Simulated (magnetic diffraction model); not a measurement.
# TmSiGeRu: what an assumed order does to the neutron pattern

Space group Cmcm (no. 63), a = 4.1070 Å, b = 16.1030 Å, c = 3.9580 Å.

```csv
site,atom,x,y,z
4c,Tm,1/2,0.3930,1/4
4c,Ru,1/2,0.1786,1/4
4c,Ge,1/2,0.0445,1/4
4c,Si,0,0.2488,1/4
```

This is a made-up structure (elements placed in a structure type, unrelaxed), so the numbers test the method and describe no known phase.

Only Tm is taken to order (form factors of Tm3+); orders and moment sizes are assumed, and not adapted to the symmetry. Radiation: neutrons of λ = 2.0775 Å, 3° to 75°; isotropic B of 0.09 Å² (Tm), 0.15 Å² (Ru), 0.14 Å² (Ge) and 0.2 Å² (Si). Simulated constant-wavelength pattern: nuclear and magnetic terms add, the magnetic one as |2.695 fm × Σ f S⊥ exp(2πi Q·r) exp(−B s²)|², summed over all Q at one angle with the factor 1/(sin²θ cos θ). For collinear order S is the moment m, which repeats by lattice and centring translations R with the sign exp(−2πi k·R). Free-ion form factors, Sears's scattering lengths of 1992, no absorption; a label names one of the reflections at its angle. The strongest nuclear line in the range is 100, and lines under 0.2 are left out.

Assume the order k = (0 0 1/2), collinear moments along [100], 3.08 μB on Tm; signs + at (1/2, 0.3930, 1/4), + at (0, 0.1070, 3/4).

Predict the pattern, nuclear and magnetic parts apart.

```tsv
2θ (°)	index	nuclear	magnetic
15.08	(0 0 1/2)	0.0	33.9
21.21	(0 2 1/2)	0.0	33.9
30.26	(1 1 0)	15.0	0.0
33.65	(0 4 1/2)	0.0	12.9
33.97	(1 1 1/2)	0.0	6.4
34.01	(0 2 1)	3.8	0.0
37.14	(1 3 0)	1.1	0.0
40.30	(1 3 1/2)	0.0	8.1
43.19	(0 4 1)	2.0	0.0
43.45	(1 1 1)	42.3	0.0
45.54	(0 6 0)	1.2	0.0
46.37	(0 0 3/2)	0.0	3.3
48.24	(0 6 1/2)	0.0	6.0
48.39	(1 5 0)	41.7	0.0
48.74	(1 3 1)	100.0	0.0
48.95	(0 2 3/2)	0.0	5.8
50.98	(1 5 1/2)	0.0	6.9
55.76	(0 6 1)	50.4	0.0
56.16	(0 4 3/2)	0.0	4.3
56.37	(1 1 3/2)	0.0	6.1
58.25	(1 5 1)	1.3	0.0
60.77	(2 0 0)	53.9	0.0
60.84	(1 3 3/2)	0.0	5.4
62.14	(0 8 0)	0.6	0.0
62.34	(1 7 0)	1.2	0.0
63.01	(2 0 1/2)	0.0	0.2
63.32	(0 0 2)	50.7	0.0
64.35	(0 8 1/2)	0.0	3.2
64.54	(1 7 1/2)	0.0	4.9
65.13	(2 2 1/2)	0.0	0.7
67.02	(0 6 3/2)	0.0	2.9
69.26	(1 5 3/2)	0.0	4.3
70.75	(0 8 1)	27.2	0.0
70.94	(1 7 1)	33.4	0.0
71.30	(2 4 1/2)	0.0	1.3
71.51	(2 2 1)	2.2	0.0
71.78	(1 1 2)	6.9	0.0
```

The strongest magnetic line in the range is (0 0 1/2) at 15.08° (33.9). On top of the Lorentz factor, which all lines share, magnetic lines fade with angle because f falls: for Tm3+ it is 0.97, 0.87, 0.75 and 0.49 at sin θ/λ = 0.1, 0.2, 0.3 and 0.5 Å⁻¹, while nuclear lengths stay constant. The order has no net moment.

[Logs are printed without paths, hosts, clocks, repeated set-up lines and the standing remarks that a program may print on its own settings, such as how far it seeks lower states.]
